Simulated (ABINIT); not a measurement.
## How slowly RPA converges: SiO2 (P6_222)

Aim: the RPA correlation energy of SiO2 (P6_222) as bands and response cutoff rise.

Program: ABINIT 10.8.3. Level of theory: LDA and many-body steps on it, plane waves. Results are calculated unless marked as measured.

The database entry behind the starting cell is an old determination (1926), so it need not match the best structure at ambient conditions.

## (1) Starting point

The structure is hexagonal, space group P6_222 (No. 180). Conventional cell: a = 5.013 Å, b = 5.013 Å, c = 5.470 Å, α = 90.00°, β = 90.00°, γ = 120.00°. Si has 4 O at 1.62 Å nearest. Nearest to O lie 2 Si at 1.62 Å. Farther neighbours and most contacts between anions are not listed.

Structure file:

```cif
data_structure
_symmetry_space_group_name_H-M 'P 1'
_symmetry_Int_Tables_number 1
_cell_length_a 5.0130
_cell_length_b 5.0130
_cell_length_c 5.4700
_cell_angle_alpha 90.000
_cell_angle_beta 90.000
_cell_angle_gamma 120.000
_cell_volume 119.05
loop_
_atom_site_label
_atom_site_type_symbol
_atom_site_fract_x
_atom_site_fract_y
_atom_site_fract_z
_atom_site_occupancy
Si1 Si 0.50000 0.50000 0.33333 1
Si2 Si 0.00000 0.50000 0.66667 1
Si3 Si 0.50000 0.00000 0.00000 1
O4 O 0.19700 0.80300 0.83333 1
O5 O 0.39400 0.19700 0.16667 1
O6 O 0.19700 0.39400 0.50000 1
O7 O 0.80300 0.19700 0.83333 1
O8 O 0.60600 0.80300 0.16667 1
O9 O 0.80300 0.60600 0.50000 1
```

The cell and positions come from the Crystallography Open Database and are kept as given unless a step says otherwise.

## (2) Empty states on the mesh, 3×3×2 mesh, 415 bands

This step: ABINIT 10.8.3; DFT, LDA, plane waves, norm-conserving pseudopotentials.

The sums over transitions need many empty states on a uniform mesh; this step solves for them.

The input, run.abi:

```
acell 3*1.0 Angstrom
rprim 
  5.013000000017 -0.000000000004 0.000000000000
  -2.506500000005 4.341385349188 0.000000000000
  0.000000000000 0.000000000000 5.470000000000
ntypat 2
znucl 14 8
natom 9
typat 1 1 1 2 2 2 2 2 2
xred 
  0.500000000000 0.500000000000 0.333333333333
  0.000000000000 0.500000000000 0.666666666667
  0.500000000000 0.000000000000 -0.000000000000
  0.197000000000 0.803000000000 0.833333333333
  0.394000000000 0.197000000000 0.166666666667
  0.197000000000 0.394000000000 0.500000000000
  0.803000000000 0.197000000000 0.833333333333
  0.606000000000 0.803000000000 0.166666666667
  0.803000000000 0.606000000000 0.500000000000
pp_dirpath "pseudos"
pseudos "Si.upf, O.upf"
ecut 36
ngkpt 3 3 2
nshiftk 1
shiftk 0 0 0
kptopt 1
chksymbreak 0
iscf -2
irdden 1
istwfk *1
nband 415
nbdbuf 36
tolwfr 1e-09
nstep 60
prtvol 0
indata_prefix "in"
outdata_prefix "out"
tmpdata_prefix "tmp"
```

The run is started by

```console
$ OMP_NUM_THREADS=1 mpirun -n 4 abinit run.abi > log
```

Numbers of over 12 decimals in the logs are rounded to 6 here.

Output:

```text
.Version 10.8.3 of ABINIT. v10.8.2 released Aug 2026.

 Symmetries : space group P6_2 2 2 (#180); Bravais hP (primitive hexag.)
[... echo of the input left out ...]
== DATASET  1 ==================================================================
-   mpi_nproc: 4, omp_nthreads: 1 (-1 if OMP is not activated)

--- !DatasetInfo
iteration_state: {dtset: 1, }
dimensions: {natom: 9, nkpt: 6, mband: 415, nsppol: 1, nspinor: 1, nspden: 1, mpw: 8320, }
cutoff_energies: {ecut:  36.0, pawecutdg:  -1.0, }
electrons: {nelect:   4.80000000E+01, charge:   0.00000000E+00, occopt:   1.00000000E+00, tsmear:   1.00000000E-02, }

 Real(R)+Recip(G) space primitive vectors, cartesian coordinates (Bohr,Bohr^-1):
 R(1)=  9.4731971  0.0000000  0.0000000  G(1)=  0.1055610  0.0609457  0.0000000
 R(2)= -4.7365985  8.2040293  0.0000000  G(2)=  0.0000000  0.1218913  0.0000000
 R(3)=  0.0000000  0.0000000 10.3368019  G(3)=  0.0000000  0.0000000  0.0967417
 Unit cell volume ucvol=  8.0335957E+02 bohr^3
 Angles (23,13,12)=  9.00000000E+01  9.00000000E+01  1.20000000E+02 degrees

 getcut: wavevector=  0.0000  0.0000  0.0000  ngfft=  54  54  60
         ecut(hartree)=     36.000   => boxcut(ratio)=   2.11096

--- Pseudopotential description ------------------------------------------------
- Si Generated using ONCVPSP code by D. R. Hamann
- 14.00000   4.00000  180309                  znucl, zion, pspdat
12 -1012 2 -1 1510                            pspcod,pspxc,lmax,lloc,mmax
     nproj     2     2     2
  pspatm : epsatm=    6.67003958
         --- l  ekb(1:nproj) -->
             0    5.565958    0.856966
             1    2.726111    0.629828
             2   -2.124804   -0.444604
 pspatm: atomic psp has been read  and splines computed

- O Generated using ONCVPSP code by D. R. Hamann
-  8.00000   6.00000  201201                  znucl, zion, pspdat
12 -1012 2 -1 926                             pspcod,pspxc,lmax,lloc,mmax
     nproj     2     2     1
  pspatm : epsatm=    6.27558587
         --- l  ekb(1:nproj) -->
[...]
2   -1.033686
 pspatm: atomic psp has been read  and splines computed

--------------------------------------------------------------------------------

================================================================================
 prteigrs : about to open file out_EIG
 Non-SCF case, kpt    1 (  0.00000  0.00000  0.00000), residuals and eigenvalues=
  5.97E-11  4.24E-11  6.47E-11  4.23E-11  5.95E-11  5.03E-11  8.90E-11  1.81E-10
  1.59E-10  1.99E-10  1.10E-10  1.65E-10  1.31E-10  9.52E-11  1.38E-10  1.29E-10
  1.36E-10  1.81E-10  1.70E-10  1.25E-10  2.29E-10  1.27E-10  2.44E-10  2.29E-10
[...]
1.87E-04  1.22E-03  4.14E-04  5.76E-04  8.07E-04  2.09E-03  3.30E-03
 -7.0762E-01 -6.5060E-01 -6.5060E-01 -6.3092E-01 -6.3092E-01 -6.2268E-01
 -3.1345E-01 -3.1345E-01 -2.2957E-01 -1.9573E-01 -1.9125E-01 -1.9125E-01
 -1.2301E-01 -1.0838E-01 -1.0838E-01 -9.9664E-02 -6.7400E-02 -6.7400E-02
[...]
4.3986E+00  4.4079E+00  4.4080E+00  4.4126E+00  4.4133E+00  4.4178E+00
  4.4343E+00  4.4415E+00  4.4494E+00  4.4516E+00  4.4568E+00  4.4631E+00
  4.4837E+00
 prteigrs : prtvol=0 or 1, do not print more k-points.

--- !ResultsGS
iteration_state: {dtset: 1, }
comment   : Summary of ground state results
lattice_vectors:
- [  9.4731971,  -0.0000000,   0.0000000, ]
- [ -4.7365985,   8.2040293,   0.0000000, ]
- [  0.0000000,   0.0000000,  10.3368019, ]
lattice_lengths: [   9.47320,    9.47320,   10.33680, ]
lattice_angles: [ 90.000,  90.000, 120.000, ] # degrees, (23, 13, 12)
lattice_volume:   8.0335957E+02
convergence: {deltae:  0.000E+00, res2:  0.000E+00, residm:  9.934E-10, diffor:  0.000E+00, }
etotal    :  -1.12296457E+02
entropy   :   0.00000000E+00
fermie    :  -6.65673034E-03
cartesian_stress_tensor: null
pressure_GPa: null
xred      :
- [  5.0000E-01,   5.0000E-01,   3.3333E-01, Si]
- [  2.8807E-17,   5.0000E-01,   6.6667E-01, Si]
- [  5.0000E-01,   1.8504E-17,   7.4015E-17, Si]
- [  1.9700E-01,   8.0300E-01,   8.3333E-01,  O]
- [  3.9400E-01,   1.9700E-01,   1.6667E-01,  O]
- [  1.9700E-01,   3.9400E-01,   5.0000E-01,  O]
- [  8.0300E-01,   1.9700E-01,   8.3333E-01,  O]
- [  6.0600E-01,   8.0300E-01,   1.6667E-01,  O]
- [  8.0300E-01,   6.0600E-01,   5.0000E-01,  O]
cartesian_forces: null
force_length_stats: {min: null, max: null, mean: null, }

 Integrated electronic density in atomic spheres:
 ------------------------------------------------
 Atom  Sphere_radius  Integrated_density
[...]
================================================================================

 ----iterations are completed or convergence reached----

 Mean square residual over all n,k,spin=   25.213E-11; max=  99.341E-11
 reduced coordinates (array xred) for    9 atoms
[...]
0.606000000000      0.803000000000      0.166666666667
       0.803000000000      0.606000000000      0.500000000000

 cartesian coordinates (angstrom) at end:
    1      1.253250     2.170693     1.823333
    2     -1.253250     2.170693     3.646667
    3      2.506500    -2e-12     0.000000
[...]
8      1.025159     3.486132     0.911667
    9      2.506500     2.630880     2.735000
 length scales=  1.889726125908  1.889726125908  1.889726125908 bohr
              =  1.000000000000  1.000000000000  1.000000000000 angstroms
 prteigrs : about to open file out_EIG
 Eigenvalues (hartree) for nkpt=   6  k points:
 kpt#   1, nband=415, wtk=  0.05556, kpt=  0.0000  0.0000  0.0000 (reduced coord)
[...]
4.32668    4.32743    4.32744    4.32906    4.34749    4.34749    4.36314    4.36316
   4.37653    4.37655    4.39856    4.40787    4.40800    4.41264    4.41330    4.41785
   4.43429    4.44148    4.44942    4.45164    4.45682    4.46314    4.48373
 prteigrs : prtvol=0 or 1, do not print more k-points.

== END DATASET(S) ==============================================================
================================================================================

 -outvars: echo values of variables after computation  --------
            nband         415
             nkpt           6
          spgroup         180
 [... the other variables as echoed above ...]

 Calculation completed.
```

Run time: 9.2 min. Hardware: 4 MPI ranks of Arm Neoverse V1, shared host; peak memory 0.66 GiB; 37 min of CPU time.

This step gave:

```yaml
gap: 5.373 eV
k_of_the_valence_top: 0, 0, 0.5
k_of_the_conduction_bottom: 0, 0, 0
least_direct_gap: 5.488 eV
k_points_computed: 6
lowest_point_of_the_top_converged_band_above_the_valence_top: 114.0037 eV
```

On this mesh the gap is 5.373 eV.

The density comes from a self-consistent run that is not shown.

## (3) RPA energy: 3×3×2 mesh, 82 bands, screening to 43.5 eV

The RPA dielectric matrix is built and inverted for each q.

This step: RPA screening on LDA, plane waves, norm-conserving pseudopotentials.

Changes to run.abi since step 2:

```diff
@@ -27,10 +27,15 @@
 chksymbreak 0
-iscf -2
-irdden 1
 istwfk *1
-nband 415
-nbdbuf 36
-tolwfr 1e-09
-nstep 60
-prtvol 0
+occopt 1
+irdwfk 1
+optdriver 3
+nband 82
+ecuteps 1.6
+inclvkb 2
+awtr 1
+symchi 1
+gwcalctyp 1
+nfreqre 0
+nfreqim 8
+gwrpacorr 1
 indata_prefix "in"
```

Output:

```text
.Version 10.8.3 of ABINIT. v10.8.2 released Aug 2026.

 Symmetries : space group P6_2 2 2 (#180); Bravais hP (primitive hexag.)
[... echo of the input left out ...]
== DATASET  1 ==================================================================
-   mpi_nproc: 4, omp_nthreads: 1 (-1 if OMP is not activated)

--- !DatasetInfo
iteration_state: {dtset: 1, }
dimensions: {natom: 9, nkpt: 6, mband: 82, nsppol: 1, nspinor: 1, nspden: 1, mpw: 8320, }
cutoff_energies: {ecut:  36.0, pawecutdg:  -1.0, }
electrons: {nelect:   4.80000000E+01, charge:   0.00000000E+00, occopt:   1.00000000E+00, tsmear:   1.00000000E-02, }

 SCREENING: Calculation of the susceptibility and dielectric matrices

 Based on a program developped by R.W. Godby, V. Olevano, G. Onida, and L. Reining.
 Incorporated in ABINIT by V. Olevano, G.-M. Rignanese, and M. Torrent.
.Using double precision arithmetic ; gwpc =  8

[... cell and pseudopotentials left out ...]
--------------------------------------------------------------------------------

 ==== K-mesh for the wavefunctions ====
 Number of points in the irreducible wedge :     6
[... list of points left out ...]
 Together with 12 symmetry operations and time-reversal symmetry
 yields    18 points in the full Brillouin Zone.

 ==== Q-mesh for the screening function ====
 Number of points in the irreducible wedge :     6
[... list of points left out ...]
 Together with 12 symmetry operations and time-reversal symmetry
 yields    18 points in the full Brillouin Zone.

 setmesh: FFT mesh size selected  =    27x   27x   36
          total number of points  =        26244

 vcoul_init : cutoff-mode = AUXILIARY_FUNCTION
 q-points for optical limit:   1
     1)      0.000010    0.000020    0.000030

- screening: taking advantage of time-reversal symmetry
- Maximum band index for partially occupied states nbvw = 24
- Remaining bands to be divided among processors   nbcw = 58
- Number of bands treated by each node ~14

 Number of electrons calculated from density =   48.0000; Expected =   48.0000
 average of density, n =  0.059749
 r_s =    1.5868
 omega_plasma =   23.5788 [eV]

 calculating chi0 at frequencies [eV] :
  1    0.000000E+00    0.000000E+00
  2    0.000000E+00    1.343289E+03
  3    0.000000E+00    2.404413E+02
[...]
8    0.000000E+00    3.079585E+00
  9    0.000000E+00    5.512287E-01

--------------------------------------------------------------------------------
  q-point number  1        q = ( 0.000000, 0.000000, 0.000000) [r.l.u.]
--------------------------------------------------------------------------------
[... chi0 elements left out ...]
  [... further frequencies ...]

 For q-point:  0.000010 0.000020 0.000030
  dielectric constant =   2.3718
  dielectric constant without local fields =   2.5253

  Average fulfillment of the sum rule on Im[epsilon] for q-point    1 :     41.60  [%]
[... wings left out ...]
  q-point number  2        q = ( 0.333333, 0.000000, 0.000000) [r.l.u.]
--------------------------------------------------------------------------------
[... chi0 elements left out ...]
  [... further frequencies ...]

  Average fulfillment of the sum rule on Im[epsilon] for q-point    2 :     49.98  [%]

 [... 4 further q-points ...]
```

Run time: 31 s. Hardware: 4 MPI ranks; peak memory 1.2 GiB.

Numbers from this step:

| Quantity | Value |
| --- | --- |
| ε∞ with local fields, on this mesh, along the program's q direction | 2.372 |
| the same without local fields | 2.525 |
| plasma frequency | 23.58 eV |
| plane waves in the screening matrix | 71 |
| RPA correlation energy | -15.61 eV |

Local fields lower ε∞ by 6 %. On a Γ-centred mesh this coarse the value itself is usually too large, while a short band sum pulls it down.

## (4) RPA energy: 3×3×2 mesh, 149 bands, screening to 70.7 eV

Changes to run.abi since step 3:

```diff
@@ -31,4 +31,4 @@
 optdriver 3
-nband 82
-ecuteps 1.6
+nband 149
+ecuteps 2.6
 inclvkb 2
```

Output:

```text
.Version 10.8.3 of ABINIT. v10.8.2 released Aug 2026.

 Symmetries : space group P6_2 2 2 (#180); Bravais hP (primitive hexag.)
[... echo of the input left out ...]
== DATASET  1 ==================================================================
-   mpi_nproc: 4, omp_nthreads: 1 (-1 if OMP is not activated)

--- !DatasetInfo
iteration_state: {dtset: 1, }
dimensions: {natom: 9, nkpt: 6, mband: 149, nsppol: 1, nspinor: 1, nspden: 1, mpw: 8320, }
cutoff_energies: {ecut:  36.0, pawecutdg:  -1.0, }
electrons: {nelect:   4.80000000E+01, charge:   0.00000000E+00, occopt:   1.00000000E+00, tsmear:   1.00000000E-02, }

 SCREENING: Calculation of the susceptibility and dielectric matrices

 Based on a program developped by R.W. Godby, V. Olevano, G. Onida, and L. Reining.
 Incorporated in ABINIT by V. Olevano, G.-M. Rignanese, and M. Torrent.
.Using double precision arithmetic ; gwpc =  8

[... cell and pseudopotentials left out ...]
--------------------------------------------------------------------------------

 ==== K-mesh for the wavefunctions ====
 Number of points in the irreducible wedge :     6
[...]
- Number of bands treated by each node ~31

 Number of electrons calculated from density =   48.0000; Expected =   48.0000
 average of density, n =  0.059749
 r_s =    1.5868
 omega_plasma =   23.5788 [eV]

 calculating chi0 at frequencies [eV] :
  1    0.000000E+00    0.000000E+00
  2    0.000000E+00    1.343289E+03
  3    0.000000E+00    2.404413E+02
[...]
8    0.000000E+00    3.079585E+00
  9    0.000000E+00    5.512287E-01

--------------------------------------------------------------------------------
  q-point number  1        q = ( 0.000000, 0.000000, 0.000000) [r.l.u.]
--------------------------------------------------------------------------------
[... chi0 elements left out ...]
  [... further frequencies ...]

 For q-point:  0.000010 0.000020 0.000030
  dielectric constant =   2.3801
  dielectric constant without local fields =   2.5654

  Average fulfillment of the sum rule on Im[epsilon] for q-point    1 :     60.30  [%]
[... wings left out ...]
  q-point number  2        q = ( 0.333333, 0.000000, 0.000000) [r.l.u.]
--------------------------------------------------------------------------------
[... chi0 elements left out ...]
  [... further frequencies ...]

  Average fulfillment of the sum rule on Im[epsilon] for q-point    2 :     66.56  [%]

 [... 4 further q-points ...]
```

It took 76 s on 4 MPI ranks; peak memory 1.4 GiB; 5.1 min of CPU time.

This step gave:

| Property | Result |
| --- | --- |
| ε∞ with local fields, on this mesh, along the program's q direction | 2.380 |
| the same without local fields | 2.565 |
| plasma frequency | 23.58 eV |
| plane waves in the screening matrix | 157 |
| RPA correlation energy | -29.64 eV |

(Part 1 of 2 ends here.)

[Paths, hosts, dates, memory and timing lines, banners, echoed tables and standing remarks are left out of the program output.]

[Logs are printed without paths, hosts, clocks, repeated set-up lines and the standing remarks that a program may print on its own settings, such as how far it seeks lower states.]

[Runs of the session that timed out or met a known fault of the program may be left out.]

[Hosts, paths, dates, database ids (printed as entryN), source tags and the programs' standing remarks are cut or masked in the printed files.]

[G0W0 gaps are taken among the corrected bands and points alone; a level outside them can change the order at an edge.]

[Where Ansatz stands beside ABINIT at settings called matched, ABINIT's density can come from a denser mesh and the files from another edition; pairs whose starting gaps differed by over 0.03 eV were left out, so agreement reads better than it is.]
